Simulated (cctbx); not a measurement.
**Occupancies in SmMg7**

Cell a = 9.1350 Å, b = 9.1350 Å, c = 9.1350 Å, α = 90.00°, β = 90.00°, γ = 90.00°; space group Fm-3m (no. 225); nominal formula SmMg7.

Simulated single-crystal data (cctbx): synchrotron X-rays, λ = 0.7749 Å, to d = 0.7 Å, 50 % of the full sphere, strongest reflection 70000 counts, noise from counting, a 6 % proportional error and a noise floor of 4 counts (s.d.); no absorption, and some extinction, which the refinements don't model.

With every site full:

```text
Rint 0.049, 84 unique reflections to 0.70 A
cycle     R1     wR2    GooF  max shift (A)
   1  0.1012  0.1815  10.347   0.00000
   2  0.0184  0.0250   1.424   0.00000
final R1 0.0184 wR2 0.0250 GooF 1.424  parameters 5  data/parameter 16.8
atom        x        y        z      Ueq    occ   su(xyz)  su(Uiso or U11)
Sm1    0.00000  0.00000  0.00000   0.0147  1.000  0.00000  0.0001
Mg1    0.00000  0.75000  0.75000   0.0285  1.000  0.00000  0.0006
Mg2    0.50000  0.00000  0.00000   0.0264  1.000  0.00000  0.0006
difference map: max 0.31 min -1.09 rms 0.20
Q1    0.1217  0.1217  0.1217   32    0.31  1.93 A from Sm1
Q2    0.0686  0.0686  0.3130   96    0.30  1.86 A from Mg1
Q3    0.1667  0.1667  0.1667   32    0.24  1.86 A from Mg1
Q4    0.0600  0.1276  0.3724   96    0.23  1.67 A from Mg1
Q5    0.0000  0.0656  0.1935   96    0.21  1.76 A from Mg1
Q6    0.0000  0.0000  0.2835   24    0.19  1.98 A from Mg2
```

With the occupancies of the suspect sites free, each still typed as its main element:

```text
Rint 0.049, 84 unique reflections to 0.70 A
cycle     R1     wR2    GooF  max shift (A)
   1  0.0698  0.1487   8.535   0.00000
  16  0.0117  0.0183   1.048   0.00000
final R1 0.0116 wR2 0.0182 GooF 1.045  parameters 6  data/parameter 14.0
atom        x        y        z      Ueq    occ   su(xyz)  su(Uiso or U11)
Sm1    0.00000  0.00000  0.00000   0.0144  1.000  0.00000  0.0001
Mg1    0.00000  0.75000  0.75000   0.0249  0.922  0.00000  0.0007
Mg2    0.50000  0.00000  0.00000   0.0262  1.000  0.00000  0.0004
su of occupancy Mg1: 0.011
difference map: max 0.26 min -0.60 rms 0.12
Q1    0.0680  0.0680  0.3177   96    0.27  1.88 A from Mg1
Q2    0.1183  0.1183  0.1183   32    0.27  1.87 A from Sm1
Q3    0.1868  0.1868  0.1868   32    0.21  1.89 A from Mg1
Q4    0.0623  0.1287  0.3713   96    0.18  1.67 A from Mg1
Q5    0.0000  0.0000  0.2860   24    0.15  1.95 A from Mg2
Q6    0.0000  0.0673  0.1974   96    0.15  1.74 A from Mg1
```

**Question.** What is the disorder?

X-rays count electrons. Mg1 refines to 0.922(0.011), or 11.1 electrons; the site truly holds 0.94 Mg, 11.3 electrons, which is 0.940 of Mg. A value under 1 can't tell vacancies from a lighter guest, and one over 1 needs a heavier guest; chemistry or a second radiation must settle which. Occupancy correlates with U and the scale, so the match is approximate.

Freeing them takes R1 from 0.0184 to 0.0116 and GooF from 1.42 to 1.04.

The model is made up (kin elements in a known structure type, no relaxation), so it says nothing on whether the phase exists.

[Middle refinement cycles are left out of these outputs.]

[Logs are printed without paths, hosts, clocks, repeated set-up lines and the standing remarks that a program may print on its own settings, such as how far it seeks lower states.]
